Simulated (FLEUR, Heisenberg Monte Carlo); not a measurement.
# MnS: exchange couplings and spiral energies by force theorems

Wanted: exchange couplings and spiral energies for MnS, with the cost of each step.

Method: LDA (VWN) with U = 4 eV on Mn d; all-electron FLAPW, Dirac cores, scalar-relativistic bands, in FLEUR MaX-R8.1.

The experiments to compare with:

For MnS, rock salt (x = 0), “Single-Crystal and Powder Neutron Diffraction Study of FeXMn1-XS Solid Solutions” (2011, arxiv:1108.4537) gives, by neutron diffraction: ordering temperature (Neel temperature) 150 K.

The database entry behind the starting cell differs from later determinations by our own check (an axis about 0.2 % short against later determinations), so it need not match the best structure at ambient conditions.

## (1) The starting structure

It takes space group Fm-3m (No. 225, cubic). Conventional cell: a = 5.209 Å, b = 5.209 Å, c = 5.209 Å, α = 90.00°, β = 90.00°, γ = 90.00°. Nearest to Mn lie 6 S at 2.60 Å. S has 6 Mn at 2.60 Å nearest. Farther neighbours and most contacts between anions are not listed.

As a file:

```cif
data_structure
_symmetry_space_group_name_H-M 'Fm-3m'
_symmetry_Int_Tables_number 225
_cell_length_a 5.2090
_cell_length_b 5.2090
_cell_length_c 5.2090
_cell_angle_alpha 90.000
_cell_angle_beta 90.000
_cell_angle_gamma 90.000
_cell_volume 141.34
loop_
_atom_site_label
_atom_site_type_symbol
_atom_site_symmetry_multiplicity
_atom_site_Wyckoff_symbol
_atom_site_fract_x
_atom_site_fract_y
_atom_site_fract_z
_atom_site_occupancy
Mn1 Mn 4 a 0.00000 0.00000 0.00000 1
S1 S 4 b 0.50000 0.00000 0.00000 1
```

## (2) The magnetic state

The force theorems are single passes in this state's potential, so it has to be converged first. The U counters the self-interaction that shrinks the moments of a localised shell.

No symmetry is used, so that later steps may turn the spins freely; k and −k are joined. inpgen writes inp.xml from crystal.txt; cutoffs, mixing, functional, smearing and local orbitals are then set in the file. The k list scf (kpts.xml, not shown) is a Γ-centred 6×6×6 mesh; where the ranks do not divide the number of points, some are split in two of half the weight.

File inp.xml:

```
<?xml version="1.0" encoding="UTF-8" standalone="no"?>
<fleurInput fleurInputVersion="0.39">
   <comment>
      MnS
   </comment>
   <calculationSetup>
      <cutoffs Kmax="3.97" Gmax="11.9" GmaxXC="11.9" numbands="0"/>
      <scfLoop itmax="130" minDistance="0.0001" maxIterBroyd="15" imix="Anderson" alpha="0.05" precondParam="0.0" spinf="2.0" sdNocoIR="T"/>
      <coreElectrons ctail="F" frcor="F" kcrel="0" coretail_lmax="0"/>
      <xcFunctional name="vwn" relativisticCorrections="F"/>
      <magnetism jspins="2" l_noco="F" l_ss="F">
         <qss>0.0 0.0 0.0</qss>
         <mtNocoParams l_mperp="F" l_mtNocoPot="F" l_relaxSQA="F" mag_mixing_scheme="0" mix_RelaxWeightOffD="1.0" l_constrained="F" mix_constr="1.0"/>
         <sourceFreeMag l_sourceFree="F" l_scaleMag="F" mag_scale="1.0"/>
      </magnetism>
      <soc l_soc="F" theta="0.0" phi="0.0" spav="F"/>
      <expertModes spex="0" secvar="F"/>
      <geometryOptimization l_f="F" forcealpha="1.0" forcemix="BFGS" epsdisp="0.00001" epsforce="0.00001"/>
      <ldaU l_linMix="F" mixParam="0.05" spinf="1.0"/>
   </calculationSetup>
   <cell>
      <bzIntegration valenceElectrons="21.0" mode="hist" fermiSmearingEnergy="0.00110248">
         <kPointListSelection listName="scf"/>
         <xi:include xmlns:xi="http://www.w3.org/2001/XInclude" href="kpts.xml"> </xi:include>
      </bzIntegration>
      <xi:include xmlns:xi="http://www.w3.org/2001/XInclude" href="sym.xml"> </xi:include>
      <bulkLattice scale="1.0">
         <bravaisMatrix>
            <row-1>    0.0000000000000000     4.9217916915206992     4.9217916915206992</row-1>
            <row-2>    4.9217916915206992     0.0000000000000000     4.9217916915206992</row-2>
            <row-3>    4.9217916915206992     4.9217916915206992     0.0000000000000000</row-3>
         </bravaisMatrix>
      </bulkLattice>
   </cell>
   <atomSpecies>
      <species name="Manganese 4.500" element="Mn" atomicNumber="25">
         <mtSphere radius="2.8" gridPoints="925" logIncrement="0.013"/>
         <atomicCutoffs lmax="10" lnonsphr="8"/>
         <electronConfig flipSpins="F">
            <coreConfig>(1s1/2) (2s1/2) (2p1/2) (2p3/2)</coreConfig>
            <valenceConfig>(3s1/2) (3p1/2) (3p3/2) (4s1/2) (3d3/2) (3d5/2)</valenceConfig>
            <stateOccupation state="(3d3/2)" spinUp="1.75" spinDown="0.25"/>
            <stateOccupation state="(3d5/2)" spinUp="3.0" spinDown="0.0"/>
         </electronConfig>
         <energyParameters s="4" p="4" d="3" f="4"/>
         <ldaU l="2" U="4.0" J="0.0" l_amf="F"/>
         <lo type="SCLO" l="0" n="3" eDeriv="0"/>
         <lo type="SCLO" l="1" n="3" eDeriv="0"/>
      </species>
      <species name="Sulfur (S)" element="S" atomicNumber="16">
         <mtSphere radius="1.89" gridPoints="625" logIncrement="0.018"/>
         <atomicCutoffs lmax="8" lnonsphr="6"/>
         <electronConfig flipSpins="F">
            <coreConfig>(1s1/2) (2s1/2) (2p1/2) (2p3/2)</coreConfig>
            <valenceConfig>(3s1/2) (3p1/2) (3p3/2)</valenceConfig>
            <stateOccupation state="(3p1/2)" spinUp="0.666667" spinDown="0.666667"/>
            <stateOccupation state="(3p3/2)" spinUp="1.333333" spinDown="1.333333"/>
         </electronConfig>
         <energyParameters s="3" p="3" d="3" f="4"/>
      </species>
   </atomSpecies>
   <atomGroups>
      <atomGroup species="Manganese 4.500">
         <relPos label="                   1">.0000000000 .0000000000 .0000000000</relPos>
         <force calculate="T" relaxXYZ="TTT"/>
         <nocoParams  alpha="0.0" beta="0.0"/>
      </atomGroup>
      <atomGroup species="Sulfur (S)">
         <relPos label="                   2">1.000/2.000 1.000/2.000 1.000/2.000</relPos>
         <force calculate="T" relaxXYZ="TTT"/>
         <nocoParams  alpha="0.0" beta="0.0"/>
      </atomGroup>
   </atomGroups>
   <output dos="F" band="F" slice="F">
      <bandDOS minEnergy="-.5*Htr" maxEnergy="0.5*Htr" sigma="0.015" storeEVData="T"/>
      <plotting iplot="0" polar="F">
         <plot TwoD="T" vec1="  1.0  0.0  0.0" vec2="  0.0  1.0  0.0" vec3="  0.0  0.0  1.0" zero="  0.0  0.0  0.0" file="plot"/>
      </plotting>
      <moessbauerParams electricFieldGradient="F" isomerShift="F" coreHyperfine="F" valenceHyperfine="F"/>
   </output>
</fleurInput>
```

File crystal.txt:

```
MnS
&input film=F cartesian=F /
0.00000000000  2.60450000000  2.60450000000
2.60450000000  0.00000000000  2.60450000000
2.60450000000  2.60450000000  0.00000000000
1.8897261246
1.0 1.0 1.0

2
25 0.00000000000  0.00000000000  0.00000000000 : 4.500
16 0.50000000000  0.50000000000  0.50000000000

&kpt div1=6 div2=6 div3=6 gamma=T /
```

Run with:

```
$ OMP_NUM_THREADS=1 inpgen -f crystal.txt -nosym -noco > inpgen.log  # inp.xml is then edited as shown
$ OMP_NUM_THREADS=1 mpirun -n 2 fleur_MPI > fleur.log
```

Log:

```text
Welcome to FLEUR        (www.flapw.de)
      MaX-Release 8.1          (www.max-centre.eu)

 ========== k-point set info ==========
 Selected k-point list: scf
 k-point list type: mesh
 0 x 0 x 0
 Number of k points: 112

 ------------Calculation Setup---------------------------
 Number of MPI-tasks      :            2
 Number of PE/node        :            2
 Number of OMP-threads    :            1
 k-points in parallel     :            2
 pe's per k-point         :            1
 No of k-point loops      :           56
 Eigenvalue solver        :       lapack
 Number of basis functions:          274
 Approximate size of matrices (H+S) per k-point:         0.002 GB
 --------------------------------------------------------
 no density matrix found ... skipping LDA+U
 Complex matrix made real
 Complex matrix made real
 Reset of history
 Iteration:     1   Distance:       6.48321993 me/bohr^3
 Iteration:     2   Distance:       7.18548076 me/bohr^3
 Iteration:     3   Distance:       6.61307188 me/bohr^3
 Iteration:     4   Distance:       4.05696106 me/bohr^3
 Iteration:     5   Distance:       2.02674098 me/bohr^3
 Iteration:     6   Distance:       1.50549196 me/bohr^3
 Iteration:     7   Distance:       0.33743823 me/bohr^3
 Iteration:     8   Distance:       0.26673995 me/bohr^3
 Iteration:     9   Distance:       0.03797360 me/bohr^3
 Iteration:    10   Distance:       0.03206619 me/bohr^3
 Iteration:    11   Distance:       0.00787903 me/bohr^3
 Iteration:    12   Distance:       0.00400747 me/bohr^3
 Iteration:    13   Distance:       0.00106556 me/bohr^3
 Iteration:    14   Distance:       0.00037408 me/bohr^3
 Iteration:    15   Distance:       0.00004997 me/bohr^3

 ********************************************************************
 Run finished successfully
 Stop message:
   all done
 ********************************************************************

--- out.xml (last complete iteration) ---
<iteration numberForCurrentRun="   15" overallNumber="   15">
         [... left out ...]
         <bandgap value="0.5626356301" units="eV"/>
         <sumValenceSingleParticleEnergies value="-13.6921783019" units="Htr"/>
         <FermiEnergy value="0.2489922125" units="Htr"/>
         <valenceDensity>
            <mtCharges spin="1">
               <mtCharge atomType="1" total="9.5312717" s="1.2499058" p="3.2904867" d="4.9353055" f="0.0425526"/>
               <mtCharge atomType="2" total="1.8289652" s="0.6341327" p="1.1758982" d="0.0173206" f="0.0013558"/>
            </mtCharges>
            <mtCharges spin="2">
               <mtCharge atomType="1" total="4.8017397" s="1.1842448" p="3.2342137" d="0.3363882" f="0.0353163"/>
               <mtCharge atomType="2" total="1.7263071" s="0.6181023" p="1.1036798" d="0.0042042" f="0.0002891"/>
            </mtCharges>
            <spinDependentCharge spin="1" total="13.0000000" interstitial="1.6397631" mtSpheres="11.3602369"/>
            <spinDependentCharge spin="2" total="8.0000000" interstitial="1.4719532" mtSpheres="6.5280468"/>
            <totalCharge value="21.0000000000"/>
         </valenceDensity>
         [... left out ...]
         <allElectronCharges>
            <spinDependentCharge spin="1" total="23.0000000" interstitial="1.6400436" mtSpheres="21.3599564"/>
            <spinDependentCharge spin="2" total="18.0000000" interstitial="1.4722325" mtSpheres="16.5277675"/>
            <totalCharge value="41.0000000048"/>
         </allElectronCharges>
         <magneticMomentsInMTSpheres units="muBohr">
            <globalMagMoment atomType="1" vec="0.00000   0.00000   4.72953"/>
            <localMagMoment atomType="1" vec="0.00000   0.00000   4.72953"/>
            <globalMagMoment atomType="2" vec="0.00000   0.00000   0.10266"/>
            <localMagMoment atomType="2" vec="0.00000   0.00000   0.10266"/>
         </magneticMomentsInMTSpheres>
         <moessbauerParams unitsHFF="kG" unitsIS="e/bohr^3" unitsEFG="Htr/bohr^2">
         </moessbauerParams>
         <totalEnergy value="    -1554.5406157553" units="Htr">
            <sumOfEigenvalues value="     -894.6702878320">
               <coreElectrons value="-880.9781095301"/>
               <valenceElectrons value="-13.6921783019"/>
            </sumOfEigenvalues>
            <densityCoulombPotentialIntegral value="-2365.5158019090"/>
            <densityEffectivePotentialIntegral value="-2464.3051324548"/>
            <chargeDenXCDenIntegral value="-74.6694849376"/>
            <FockExchangeEnergyValence value="0.0000000000"/>
            <FockExchangeEnergyCore value="0.0000000000"/>
            <atomTypeDependentContributions atomType="1">
               <electronNucleiInteractionDifferentMTs value="1381.5814610159"/>
               <MadelungTerm value="-6.5907305804"/>
            </atomTypeDependentContributions>
            <atomTypeDependentContributions atomType="2">
               <electronNucleiInteractionDifferentMTs value="467.8614379678"/>
               <MadelungTerm value="-11.0752300570"/>
            </atomTypeDependentContributions>
            <dftUCorrection value="-0.3607851351"/>
            <tkbTimesEntropy value="0.0000000000"/>
            <freeEnergy value="-1554.5406157553"/>
            <extrapolationTo0K value="-1554.5406157553"/>
         </totalEnergy>
         <ldaUDensityMatrix>
            <densityMatrixFor spin="1" atomType="1" uIndex="1" l="2" U="4.00000000" J="0.00000000">
               (+0.99091,+0.00000) (+0.00000,+0.00000) (+0.00000,+0.00000) (+0.00000,+0.00000) (+0.01924,+0.00000)
               (+0.00000,+0.00000) (+0.97167,+0.00000) (+0.00000,+0.00000) (+0.00000,+0.00000) (+0.00000,+0.00000)
               (+0.00000,+0.00000) (+0.00000,+0.00000) (+1.01015,+0.00000) (+0.00000,+0.00000) (+0.00000,+0.00000)
               (+0.00000,+0.00000) (+0.00000,+0.00000) (+0.00000,+0.00000) (+0.97167,+0.00000) (+0.00000,+0.00000)
               (+0.01924,+0.00000) (+0.00000,+0.00000) (+0.00000,+0.00000) (+0.00000,+0.00000) (+0.99091,+0.00000)
            </densityMatrixFor>
            <densityMatrixFor spin="2" atomType="1" uIndex="1" l="2" U="4.00000000" J="0.00000000">
               (+0.07764,+0.00000) (+0.00000,+0.00000) (+0.00000,+0.00000) (+0.00000,+0.00000) (+0.05179,+0.00000)
               (+0.00000,+0.00000) (+0.02584,+0.00000) (+0.00000,+0.00000) (+0.00000,+0.00000) (+0.00000,+0.00000)
               (+0.00000,+0.00000) (+0.00000,+0.00000) (+0.12943,+0.00000) (+0.00000,+0.00000) (+0.00000,+0.00000)
               (+0.00000,+0.00000) (+0.00000,+0.00000) (+0.00000,+0.00000) (+0.02584,+0.00000) (+0.00000,+0.00000)
               (+0.05179,+0.00000) (+0.00000,+0.00000) (+0.00000,+0.00000) (+0.00000,+0.00000) (+0.07764,+0.00000)
            </densityMatrixFor>
         </ldaUDensityMatrix>
         <ldaUDensityMatrixConvergence>
            <distance spin="1" distance="0.000000"/>
            <distance spin="2" distance="0.000001"/>
         </ldaUDensityMatrixConvergence>
         <densityConvergence units="me/bohr^3">
            <chargeDensity spin="1" distance="0.0000274960"/>
            <chargeDensity spin="2" distance="0.0000387396"/>
            <overallChargeDensity distance="0.0000499676"/>
            <spinDensity distance="0.0000449089"/>
         </densityConvergence>
      </iteration>
```

The job ended after 62 s (2 MPI ranks of Intel Xeon 6975P-C (Granite Rapids), shared host; peak memory 0.37 GiB; 2 min of CPU time).

This step gave:

```yaml
free_energy: -42301.2051 eV
program_s_band_gap_on_this_mesh_in_a_metal_only_a_level_spacing: 0.5626 eV
magnetization: 5 μB
final_state: ferromagnetic
largest_moment: 4.730 μB
```

After 15 cycles the largest moment stands at 4.73 μB.

## (3) Cone spirals

A narrow cone is a small rotation, for which the force theorem holds; spirals of any q fit in this cell.

All spins tilt by 20° and precess with wavevector q. The points are the irreducible ones of a 4×4×4 mesh. The k list spirals (kpts.xml, not shown) is a Γ-centred 8×8×8 mesh.

inp.xml, as its differences from that of step 2:

```diff
@@ -7,6 +7,6 @@
       <cutoffs Kmax="3.97" Gmax="11.9" GmaxXC="11.9" numbands="0"/>
-      <scfLoop itmax="130" minDistance="0.0001" maxIterBroyd="15" imix="Anderson" alpha="0.05" precondParam="0.0" spinf="2.0" sdNocoIR="T"/>
+      <scfLoop itmax="1" minDistance="0.0001" maxIterBroyd="15" imix="Anderson" alpha="0.05" precondParam="0.0" spinf="2.0" sdNocoIR="T"/>
       <coreElectrons ctail="F" frcor="F" kcrel="0" coretail_lmax="0"/>
       <xcFunctional name="vwn" relativisticCorrections="F"/>
-      <magnetism jspins="2" l_noco="F" l_ss="F">
+      <magnetism jspins="2" l_noco="T" l_ss="T">
          <qss>0.0 0.0 0.0</qss>
@@ -22,3 +22,3 @@
       <bzIntegration valenceElectrons="21.0" mode="hist" fermiSmearingEnergy="0.00110248">
-         <kPointListSelection listName="scf"/>
+         <kPointListSelection listName="spirals"/>
          <xi:include xmlns:xi="http://www.w3.org/2001/XInclude" href="kpts.xml"> </xi:include>
@@ -65,3 +65,3 @@
          <force calculate="T" relaxXYZ="TTT"/>
-         <nocoParams  alpha="0.0" beta="0.0"/>
+         <nocoParams  alpha="0.0" beta="0.3490659"/>
       </atomGroup>
@@ -70,3 +70,3 @@
          <force calculate="T" relaxXYZ="TTT"/>
-         <nocoParams  alpha="0.0" beta="0.0"/>
+         <nocoParams  alpha="0.0" beta="0.3490659"/>
       </atomGroup>
@@ -80,2 +80,14 @@
    </output>
+   <forceTheorem>
+      <spinSpiralDispersion>
+         <q>0.00000000 0.00000000 0.00000000</q>
+         <q>0.00000000 0.00000000 0.25000000</q>
+         <q>0.00000000 0.00000000 0.50000000</q>
+         <q>0.00000000 0.25000000 0.25000000</q>
+         <q>0.00000000 0.25000000 0.50000000</q>
+         <q>0.00000000 0.25000000 -0.25000000</q>
+         <q>0.00000000 0.50000000 0.50000000</q>
+         <q>0.25000000 0.50000000 -0.25000000</q>
+      </spinSpiralDispersion>
+   </forceTheorem>
 </fleurInput>
```

Run with:

```
$ OMP_NUM_THREADS=1 mpirun -n 2 fleur_MPI -warn_only > fleur.log
```

Log:

```text
[banner, memory and clock lines left out]
Welcome to FLEUR        (www.flapw.de)
      MaX-Release 8.1          (www.max-centre.eu)
 qss = 0 ; not a spin-spiral!

 ========== k-point set info ==========
 Selected k-point list: spirals
 k-point list type: mesh
 0 x 0 x 0
 Number of k points: 512

 [... set-up left out ...]
 ********************************************************************
 Run finished successfully
 Stop message:
   Forcetheorem:SpinSpiralDispersion
 ********************************************************************

--- out.xml (force theorem) ---
<Forcetheorem_SSDISP qvectors="8" units="Htr">
            <Entry q="1" ev-sum="-13.6922703"/>
            <Entry q="2" ev-sum="-13.6924383"/>
            <Entry q="3" ev-sum="-13.6925353"/>
            <Entry q="4" ev-sum="-13.6924095"/>
            <Entry q="5" ev-sum="-13.6924360"/>
            <Entry q="6" ev-sum="-13.6924842"/>
            <Entry q="7" ev-sum="-13.6923239"/>
            <Entry q="8" ev-sum="-13.6924080"/>
         </Forcetheorem_SSDISP>
```

The job ended after 4.6 min (2 MPI ranks; peak memory 0.5 GiB).

Spiral energies, by row:

| q1 | q2 | q3 | band energy less that at q = 0 (meV a cell) |
| --- | --- | --- | --- |
| 0 | 0 | 0 | 0 |
| 0 | 0 | 0.25 | -4.572 |
| 0 | 0 | 0.5 | -7.211 |
| 0 | 0.25 | 0.25 | -3.788 |
| 0 | 0.25 | 0.5 | -4.509 |
| 0 | 0.25 | -0.25 | -5.821 |
| 0 | 0.5 | 0.5 | -1.459 |
| 0.25 | 0.5 | -0.25 | -3.747 |

## (4) The spin model

Energy differences over sin² of the cone give J(q); symmetry fills the mesh, and a Fourier sum gives the pairs.

Table of the J, nearest shells first. Convention: E = -sum over ordered pairs of J e_i.e_j, unit vectors; induced moments turn with the spiral.

| from | to | distance (Å) | count | J (meV) |
| --- | --- | --- | --- | --- |
| Mn1 | Mn | 3.68 | 12 | -0.150 |
| Mn1 | Mn | 5.21 | 6 | -4.37 |
| Mn1 | Mn | 6.38 | 24 | -0.206 |

Pairs that symmetry makes alike are averaged. Farther pairs are folded with their periodic images: they enter the temperatures but not the table.

Derived from these couplings:

```
distance up to which pairs are told from their periodic images                      : 7.367 Å
largest imaginary part left by the Fourier sum                                      : 1.66e-15 meV
wavevector of the mean-field order                                                  : 0, 0, 0.5 reciprocal lattice
energy of the cheapest spiral on the q mesh, over sin² of its cone, a magnetic atom : -61.64 meV
its wavevector                                                                      : 0, 0, 0.5 reciprocal lattice
ordering temperature, mean field                                                    : 174.1 K
```

## (5) Monte Carlo

Classical unit spins on 8×8×8 cells (512 spins), 84 couplings a spin. Heat-bath moves, cooled from random spins, 300 sweeps to settle and 800 measured at each temperature, averaged over 2 runs.

It took 8.1 s on 2 threads; 16 s of CPU time.

| T (K) | net moment | heat capacity (k_B a spin) |
| --- | --- | --- |
| 26.1 | 0.01 | 0.91 |
| 34.8 | 0.01 | 1.04 |
| 43.5 | 0.01 | 1.08 |
| 52.2 | 0.01 | 1.04 |
| 60.9 | 0.01 | 1.37 |
| 69.6 | 0.01 | 1.15 |
| 78.3 | 0.01 | 1.30 |
| 87.0 | 0.02 | 1.22 |
| 95.7 | 0.02 | 1.58 |
| 104 | 0.02 | 1.65 |
| 113 | 0.02 | 1.73 |
| 122 | 0.02 | 1.52 |
| 131 | 0.02 | 1.31 |
| 139 | 0.02 | 1.07 |
| 148 | 0.02 | 0.69 |
| 157 | 0.02 | 0.54 |
| 165 | 0.02 | 0.43 |
| 174 | 0.02 | 0.40 |
| 183 | 0.02 | 0.34 |

The cooled spins do not end in the run's own pattern, so only the heat capacity marks where order grows.

(Part 1 of 2 ends here.)

[Logs and program files are shortened in this print: banners, set-up blocks, solver, clock and traceback lines can be left out without a mark of their own.]

[Logs are printed without paths, hosts, clocks, repeated set-up lines and the standing remarks that a program may print on its own settings, such as how far it seeks lower states.]

[Hosts, paths, dates, database ids (printed as entryN), source tags and the programs' standing remarks are cut or masked in the printed files.]

[Where a cell is said to come from a database of computed structures, the database is the Materials Project.]
